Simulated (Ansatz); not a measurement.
# Tl2Se (model cell, started as cuprite): relaxing the cell for a phonon run

Task: relax Tl2Se (model cell, started as cuprite) tightly.

Calculated with Ansatz 0.2.0; DFT PBEsol, scalar-relativistic, plane waves, PAW.

The structure was built from a prototype and need not be the compound's stable phase.

## Step 1: The starting structure

It takes space group Pn-3m (No. 224, cubic). The conventional cell has a = 7.072 Å, b = 7.072 Å, c = 7.072 Å, α = 90.00°, β = 90.00°, γ = 90.00°. Se has 4 Tl at 3.06 Å nearest. Nearest to Tl lie 2 Se at 3.06 Å. Farther neighbours and most contacts between anions are not listed.

## Step 2: Probe on a coarse mesh

First a cheap look: the gap decides the mesh and the occupations, the pressure tells how far the cell has to move.

Input file input.yaml:

```yaml
crystal:
  lattice:
    - [7.07231, 0.0, 0.0]
    - [0.0, 7.07231, 0.0]
    - [0.0, 0.0, 7.07231]
  atoms:
    - { symbol: Se, position: [0.0, 0.0, 0.0] }
    - { symbol: Se, position: [0.5, 0.5, 0.5] }
    - { symbol: Tl, position: [0.25, 0.25, 0.25] }
    - { symbol: Tl, position: [0.75, 0.75, 0.25] }
    - { symbol: Tl, position: [0.75, 0.25, 0.75] }
    - { symbol: Tl, position: [0.25, 0.75, 0.75] }
kpoints:
  mp_grid: { grid: [4, 4, 4] }
hamiltonian:
  xc: pbesol
scf:
  occupations: { method: gaussian, width: 0.1 }
output:
  forces: true
  stress: true
  eigenvalues: true
```

Started as:

```console
> ansatz run input.yaml --threads 8 --pin off --max-ram 14336MiB --backend cpu --events-out ev --progress --plain --runs-dir out
```

Numbers of over 12 decimals in the logs are rounded to 6 here.

What it wrote:

```text
Engine: ansatz 0.2.0, aarch64-unknown-linux-gnu
Pseudopotentials: kind: paw
Pseudopotential: Se, paw, valence charge 16, recommended cutoff 420 eV (normal), Se.paw.azcp
Pseudopotential: Tl, paw, valence charge 13, recommended cutoff 420 eV (normal), Tl.paw.azcp
Functional definition: PBEsol
  exchange = pbesol_x
  correlation = pbesol_c
Crystal: 6 atoms, lattice volume = 353.740 Å³
[...]
k-point 0: bands = [... 38 lower, 0.4276, 2.3665, 2.3665, 2.3665, 2.6252, 2.6252, 4.5347, 4.5347, ... 4 higher]
  k-point 1: bands = [... 38 lower, 0.7050, 2.0074, 2.2697, 2.2697, 2.8067, 2.9825, 4.0657, 4.5789, ... 4 higher]
  k-point 2: bands = [... 38 lower, 1.3475, 1.3475, 2.1899, 2.1899, 3.3265, 3.3265, 3.7043, 3.7043, ... 4 higher]
  k-point 9: bands = [... 38 lower, 0.1695, 2.4226, 2.4226, 2.4226, 3.2758, 3.2759, 3.2759, 4.7508, ... 4 higher]
[key lines of the parts left out:]
SCF converged after 7 iterations
Free energy (F): -56029.299034 eV
Fermi energy:    2.534705 eV
P = ⅓ Tr σ = -0.8068 GPa (-8.068 kbar)
```

The job ended after 1.3 s (8 threads of Arm Neoverse V2, shared host; peak memory 1 GiB; 8.3 s of CPU time).

This step gave:

- pressure: -0.8068 GPa
- volume per atom: 58.96 Å³
- gap on the k-mesh: 0.2026 eV
- direct gap on mesh: 0.2587 eV

The coarse mesh shows a gap of 0.20 eV and a pressure of -0.8 GPa.

## Step 3: Relaxation, smearing width 0.01 eV

The cell and atoms are relaxed, since residual forces and stress would shift the frequencies.

input.yaml, the sections that differ from step 2:

```yaml
kpoints:
  mp_grid: { grid: [6, 6, 6] }
scf:
  occupations: { method: gaussian, width: 0.01 }
output:
  forces: true
  stress: true
  eigenvalues: true
  write_density: true
  write_potential: true
  elf: true
  volumetric_format: npy
relax:
  adjacent_minimum: "off"
  f_tol: 0.005
  max_steps: 80
  cell: { stress_tol: 0.05 }
# crystal, hamiltonian: as in step 2
```

What it wrote:

```text
[...]
Crystal: 6 atoms, lattice volume = 353.740 Å³
Basis set: ecut = 420 eV, 6931 PW (Γ), exchange–correlation on 96×96×96 points (8 copies of the dense FFT grid, shifted against one another)
Bands: 51, of which v1, the nominal top of the filled ones, is band 42 counted from 1 (41 counted from 0)
Symmetry: 48 space group operations
[...]
k-points: 20 of 216
[...]
SCF iter   1: F=—  HF=-56029.297221 eV  |F-HF|=—  |Δ(HF+E_count)|=         —  Δρ=3.39e-3  dr2=8.91e-2  ethr=1.77e-3  ⟨swp⟩=6.3  Hψ=3770  notcnv=0
[...]
SCF iter   7: F=-56029.300516 eV  HF=-56029.300516 eV  |F-HF|=6.76e-8  |Δ(HF+E_count)|=   2.85e-6  Δρ=2.61e-6  dr2=3.23e-8  ethr=1.19e-10  ⟨swp⟩=14.2  Hψ=7537  notcnv=0
SCF 1 converged in 7 iterations: F = -56029.300516 eV  dr2 = 3.23e-8
  Residual-converged pass: ⟨swp⟩=1.0  Hψ=1100  notcnv=0  max |occ|·‖R‖ = 7.0e-9 eV (tolerance 1.0e-8 eV)  dr2=3.23e-8  dr2_onsite=3.82e-9  max |Δocc| = 1.7e-50
[...]
relax step   1: F+E_penalty+E_count = -56029.30051592 eV  Δ(F+E_penalty+E_count) = +0.000e0 eV  max|allowed force component| = 1.687e-19 eV/Å  Δτ_max = 0.0000 Å  P = -0.808 GPa  Ω = 353.740 Å³  (7 SCF iters, dr2 threshold 1.00e-7 eV, accepted)
Crystal: 6 atoms, lattice volume = 340.329 Å³
Basis set: ecut = 420 eV, 6667 PW (Γ), exchange–correlation on 96×96×96 points (8 copies of the dense FFT grid, shifted against one another)
[...]
iter 1 solved again at ethr=2.64e-5 eV; its pass at ethr=3.10e-3 eV (dr2=2.22e-2 eV) is discarded
[...]
SCF iter   6: F=-56029.355762 eV  HF=-56029.355762 eV  |F-HF|=3.25e-7  |Δ(HF+E_count)|=   3.84e-6  Δρ=6.17e-6  dr2=2.72e-7  ethr=7.14e-10  ⟨swp⟩=10.7  Hψ=7768  notcnv=0
SCF 2 converged in 6 iterations: F = -56029.355762 eV  dr2 = 2.72e-7
relax step   2: F+E_penalty+E_count = -56029.35576249 eV  Δ(F+E_penalty+E_count) = -5.525e-2 eV  max|allowed force component| = 4.048e-18 eV/Å  Δτ_max = 0.0000 Å  P = -0.471 GPa  Ω = 340.329 Å³  energy of the carried Pulay correction = +1.233e-3 eV  (6 SCF iters, dr2 threshold 6.00e-7 eV, accepted)
Crystal: 6 atoms, lattice volume = 323.173 Å³
Basis set: ecut = 420 eV, 6355 PW (Γ), exchange–correlation on 96×96×96 points (8 copies of the dense FFT grid, shifted against one another)
[...]
SCF iter   7: F=-56029.380456 eV  HF=-56029.380456 eV  |F-HF|=2.02e-8  |Δ(HF+E_count)|=   1.25e-7  Δρ=1.68e-6  dr2=2.43e-8  ethr=6.61e-10  ⟨swp⟩=6.0  Hψ=6125  notcnv=0
SCF 3 converged in 7 iterations: F = -56029.380456 eV  dr2 = 2.43e-8
relax step   3: F+E_penalty+E_count = -56029.38045612 eV  Δ(F+E_penalty+E_count) = -2.469e-2 eV  max|allowed force component| = 2.988e-18 eV/Å  Δτ_max = 0.0000 Å  P = +0.054 GPa  Ω = 323.173 Å³  energy of the carried Pulay correction = +2.933e-3 eV  (7 SCF iters, dr2 threshold 5.55e-7 eV, accepted)
[...]
relax step   4: F+E_penalty+E_count = -56029.38058025 eV  Δ(F+E_penalty+E_count) = -1.241e-4 eV  max|allowed force component| = 2.168e-18 eV/Å  Δτ_max = 0.0000 Å  P = +0.002 GPa  Ω = 324.859 Å³  energy of the carried Pulay correction = +2.759e-3 eV  (6 SCF iters, dr2 threshold 7.32e-9 eV, accepted)
[...]
SCF iter   6: F=-56029.377989 eV  HF=-56029.377989 eV  |F-HF|=1.46e-11  |Δ(HF+E_count)|=  6.55e-11  Δρ=2.58e-8  dr2=1.93e-12  ethr=1.00e-12  ⟨swp⟩=5.0  Hψ=4268  notcnv=0
SCF 5 converged in 6 iterations: F = -56029.377989 eV  dr2 = 1.93e-12
relax step   5: F+E_penalty+E_count = -56029.37798869 eV  Δ(F+E_penalty+E_count) = +2.592e-3 eV  max|allowed force component| = 1.735e-18 eV/Å  Δτ_max = 0.0000 Å  P = -0.001 GPa  Ω = 324.859 Å³  stress off target by 9.19e-4 GPa  SCF on the basis re-selected at this cell (its energy is not comparable with the rows above)  (6 SCF iters)
basis re-selected at this cell: Δ(F+E_penalty+E_count) = +2.592e-3 eV, ΔP = -0.003 GPa vs the last step (what re-selecting the basis moved, of the pressure what is left beyond the Pulay correction that the steps carried, after the strain that the cell walked since its last selection, with what the two solves' SCF thresholds leave and, on support functions, any second-order correction that the steps lacked; it is no m [...]
SCF converged after 6 iterations
Free energy (F): -56029.377989 eV
[...]
Internal energy: -56029.377900 eV  (E = F + TS)
E sigma→0 (E₀):  -56029.377944 eV
Entropy (-TS):   -0.000089 eV (-0.015 meV/atom)
Fermi energy:    3.034498 eV
[...]
--- Stress (GPa, compression-positive) ---
       -0.000919       0.000000      -0.000000
        0.000000      -0.000919      -0.000000
       -0.000000      -0.000000      -0.000919
  P = ⅓ Tr σ = -0.0009 GPa (-0.009 kbar)
--- Band table (eV; the first three rows and the last of 20) ---
  k-point 0: bands = [... 38 lower, 0.7159, 2.9760, 2.9760, 2.9760, 3.0395, 3.0395, 5.1677, 5.1677, ... 5 higher]
  k-point 1: bands = [... 38 lower, 0.8798, 2.7562, 2.9110, 2.9110, 3.1283, 3.2637, 4.8942, 5.2106, ... 5 higher]
  k-point 2: bands = [... 38 lower, 1.2987, 2.3584, 2.8009, 2.8009, 3.3902, 3.6741, 4.3459, 4.9766, ... 5 higher]
  k-point 19: bands = [... 38 lower, 0.4234, 3.0275, 3.0275, 3.0275, 3.7694, 3.7694, 3.7694, 5.4457, ... 5 higher]
--- Relaxed structure (4 steps of the walk, 4 accepted, 1 SCFs on fresh bases) ---
  F+E_penalty+E_count = -56029.37798869 eV   max|allowed force component| = 1.735e-18 eV/Å   (the final SCF, on the basis selected at the relaxed cell)
  cell:  # Å, volume = 324.8588 Å³
    - [6.874349, 0, 0]
    - [0, 6.874349, 0.0]
    - [0, 0.0, 6.874349]
  atoms:
    - { symbol: Se, position: [0, 0, 0] }
    - { symbol: Se, position: [0.5, 0.5, 0.5] }
    - { symbol: Tl, position: [0.25, 0.25, 0.25] }
    - { symbol: Tl, position: [0.75, 0.75, 0.25] }
    - { symbol: Tl, position: [0.75, 0.25, 0.75] }
    - { symbol: Tl, position: [0.25, 0.75, 0.75] }
```

It took 14 s on 8 threads; peak memory 1.2 GiB.

Relaxation path:

```csv
step,energy less that of the first step (eV),largest force component (eV/Å),pressure (GPa),volume (Å³)
1,0.0000,0.0000,-0.81,353.74
2,-0.0552,0.0000,-0.47,340.33
3,-0.0799,0.0000,0.05,323.17
4,-0.0801,0.0000,0.00,324.86
5*,-0.0775,0.0000,0.00,324.86
```

Relaxation steps marked * repeat the geometry before them on a plane-wave basis chosen anew for their cell, so energy and pressure can jump there.

Forces are held to the 48 operations that the run works with; a distortion that breaks them can't arise in this run.

| conventional cell, symmetrised | before | after | change |
| --- | --- | --- | --- |
| a (Å) | 7.072 | 6.874 | -2.8 % |
| b (Å) | 7.072 | 6.874 | -2.8 % |
| c (Å) | 7.072 | 6.874 | -2.8 % |
| volume (Å³/atom) | 58.96 | 54.14 | -8.2 % |

The relaxed structure:

```xyz
6
Lattice="6.8743 0.0000 0.0000 0.0000 6.8743 0.0000 0.0000 0.0000 6.8743" Properties=species:S:1:pos:R:3 pbc="T T T"
Se    0.0000    0.0000    0.0000
Se    3.4372    3.4372    3.4372
Tl    1.7186    1.7186    1.7186
Tl    5.1558    5.1558    1.7186
Tl    5.1558    1.7186    5.1558
Tl    1.7186    5.1558    5.1558
```

This step gave:

```yaml
pressure: -9.19e-4 GPa
volume_per_atom: 54.14 Å³
gap_on_the_k_mesh: 0.01195 eV
direct_gap_on_mesh: 0.06343 eV
```

Valence density in the ac plane at fractional y = 0.250, with atoms of Tl within 0.2 Å of it. It is the smooth field of the valence electrons, not physical close to the nuclei.

Ten steps, logarithmic in the rise over the least value, from '_' (0.0 e/Å³) to '@' (7.6 e/Å³), each cell a mean:
```
....____________________....::::......
..____________________..::======--::..
____________________..::++**##**++--..
____________________..==**%%@@%%**==::
____________________::==##@@@@@@##==::
____________________..--**##%%##**--..
__________________....::==++**++==::..
__________________......::----::::..__
______________..................______
______..::::............______________
__..::--====--::....__________________
__::==**####**==::..__________________
..::++##@@@@##++--..__________________
..--++%%@@@@%%++--..__________________
..::==##%%%%##==::..__________________
....--==++**==--..____________________
......::----::..____________________..
............______________________....
```
Columns run along a (6.9 Å), rows up along c (6.9 Å). Atoms in or near the plane, at fractional coordinates: Tl at (0.25, 0.25), Tl at (0.75, 0.75).

ELF in the ac plane at fractional y = 0.250, with atoms of Tl within 0.2 Å of it. It is the smooth field of the valence electrons, not physical close to the nuclei.

Ten even steps from '0' (0.01) to '9' (0.42), each cell a mean:
```
8853211000146775435
5763100001478998743
3443100002689878974
2221000013799202886
3100000113698111897
3000002322479535997
2000013554358999986
0000113677435788863
0013332479743355420
0357764347864221100
2689998544675210000
4899779853344200001
5896116974221000001
4895004985200000112
3698338985100001232
3479999874000002454
5446888751000012478
8633455310002332358
```
Columns run along a (6.9 Å), rows up along c (6.9 Å). Atoms in or near the plane, at fractional coordinates: Tl at (0.25, 0.25), Tl at (0.75, 0.75).

Electrostatic potential energy in the ac plane at fractional y = 0.250, with atoms of Tl within 0.2 Å of it. With pseudopotentials it is smooth inside the atoms' cores, unlike the true potential.

Ten even steps from '_' (-42 eV) to '@' (7 eV), each cell a mean:
```
@@@@@@@@@@@@@@@@@@@@@@@@@@@@@@@@@@@@@@
@@@@@@@@@@@@@@@@@@@@@@@@%%##**##%%@@@@
@@@@@@@@@@@@@@@@@@@@@@%%++..__::++%%@@
@@@@@@@@@@@@@@@@@@@@@@##::______::##@@
@@@@@@@@@@@@@@@@@@@@@@##..______..##@@
@@@@@@@@@@@@@@@@@@@@@@%%==______--##@@
@@@@@@@@@@@@@@@@@@@@@@@@##++--==##%%@@
@@@@@@@@@@@@@@@@@@@@@@@@@@%%%%%%%%@@@@
@@@@@@@@@@@@@@@@@@@@@@@@@@@@@@@@@@@@@@
@@@@@@@@@@@@@@@@@@@@@@@@@@@@@@@@@@@@@@
@@@@%%##****##@@@@@@@@@@@@@@@@@@@@@@@@
@@%%##--....--##@@@@@@@@@@@@@@@@@@@@@@
@@%%++________++%%@@@@@@@@@@@@@@@@@@@@
@@%%==________==%%@@@@@@@@@@@@@@@@@@@@
@@%%**..____..**%%@@@@@@@@@@@@@@@@@@@@
@@@@%%**==--**%%@@@@@@@@@@@@@@@@@@@@@@
@@@@@@%%%%%%%%@@@@@@@@@@@@@@@@@@@@@@@@
@@@@@@@@@@@@@@@@@@@@@@@@@@@@@@@@@@@@@@
```
Columns run along a (6.9 Å; values clipped at the 3rd and 97th percentile), rows up along c (6.9 Å). Atoms in or near the plane, at fractional coordinates: Tl at (0.25, 0.25), Tl at (0.75, 0.75).

In this step the volume went from 58.96 to 54.14 Å³/atom.

## Step 4: Relaxation, smearing width 0.1 eV

The relaxation is repeated from its end, on the mesh and smearing that suit the cell and gap now reached.

input.yaml, as its differences from that of step 3:

```diff
@@ -2,5 +2,5 @@
   lattice:
-    - [7.07231, 0.0, 0.0]
-    - [0.0, 7.07231, 0.0]
-    - [0.0, 0.0, 7.07231]
+    - [6.8743487558, 0.0, 0.0]
+    - [0.0, 6.8743487558, 0.0]
+    - [0.0, 0.0, 6.8743487558]
   atoms:
@@ -17,3 +17,3 @@
 scf:
-  occupations: { method: gaussian, width: 0.01 }
+  occupations: { method: gaussian, width: 0.1 }
 output:
```

What it wrote:

```text
[...]
Crystal: 6 atoms, lattice volume = 324.859 Å³
Basis set: ecut = 420 eV, 6355 PW (Γ), exchange–correlation on 96×96×96 points (8 copies of the dense FFT grid, shifted against one another)
Bands: 51, of which v1, the nominal top of the filled ones, is band 42 counted from 1 (41 counted from 0)
Symmetry: 48 space group operations
[...]
k-points: 20 of 216
[...]
cell:  # Å, volume = 324.8588 Å³
    - [6.8743487558, 0.0, 0.0]
    - [0.0, 6.8743487558, 0.0]
    - [0.0, 0.0, 6.8743487558]
  atoms:
    - { symbol: Se, position: [0.0, 0.0, 0.0] }
    - { symbol: Se, position: [0.5, 0.5, 0.5] }
    - { symbol: Tl, position: [0.25, 0.25, 0.25] }
    - { symbol: Tl, position: [0.75, 0.75, 0.25] }
    - { symbol: Tl, position: [0.75, 0.25, 0.75] }
    - { symbol: Tl, position: [0.25, 0.75, 0.75] }
[key lines of the parts left out:]
SCF converged after 5 iterations
Free energy (F): -56029.379779 eV
Fermi energy:    3.055701 eV
P = ⅓ Tr σ = -0.0189 GPa (-0.189 kbar)
```

Wall time 5.3 s (8 threads); peak memory 1.1 GiB.

Little changed from the start: no atom moved by 0.005 Å and no cell edge by 0.1 %.

This step gave:

```yaml
pressure: -0.01887 GPa
gap_on_the_k_mesh: 0 eV
```

ELF in the ac plane at fractional y = 0.250, with atoms of Tl within 0.2 Å of it. It is the smooth field of the valence electrons, not physical close to the nuclei.

Values, 10 rows by 16 columns, each cell a mean:
```
0.31 0.31 0.20 0.10 0.07 0.05 0.02 0.02 0.08 0.23 0.32 0.35 0.33 0.26 0.19 0.21
0.14 0.17 0.15 0.07 0.03 0.01 0.02 0.06 0.23 0.36 0.41 0.29 0.24 0.36 0.35 0.21
0.13 0.05 0.03 0.02 0.02 0.04 0.07 0.09 0.21 0.36 0.37 0.07 0.05 0.23 0.41 0.31
0.10 0.02 0.01 0.02 0.06 0.14 0.22 0.20 0.16 0.24 0.36 0.36 0.35 0.40 0.37 0.28
0.02 0.03 0.08 0.11 0.11 0.14 0.24 0.35 0.32 0.20 0.18 0.23 0.28 0.28 0.21 0.08
0.08 0.23 0.32 0.34 0.33 0.26 0.19 0.21 0.31 0.31 0.20 0.10 0.07 0.05 0.02 0.01
0.23 0.36 0.40 0.29 0.25 0.37 0.35 0.21 0.14 0.17 0.15 0.07 0.02 0.01 0.02 0.06
0.22 0.36 0.36 0.08 0.04 0.23 0.41 0.31 0.14 0.06 0.04 0.02 0.02 0.04 0.07 0.09
0.16 0.24 0.36 0.37 0.35 0.40 0.37 0.28 0.10 0.02 0.01 0.02 0.06 0.14 0.22 0.20
0.31 0.20 0.18 0.24 0.28 0.28 0.21 0.09 0.02 0.03 0.07 0.10 0.11 0.14 0.24 0.35
```
Columns run along a (6.9 Å), rows up along c (6.9 Å). Atoms in or near the plane, at fractional coordinates: Tl at (0.25, 0.25), Tl at (0.75, 0.75).

(Continued in part 2 of 2.)

[Logs are printed without paths, hosts, clocks, repeated set-up lines and the standing remarks that a program may print on its own settings, such as how far it seeks lower states.]

[Hosts, paths, dates, database ids (printed as entryN), source tags and the programs' standing remarks are cut or masked in the printed files.]
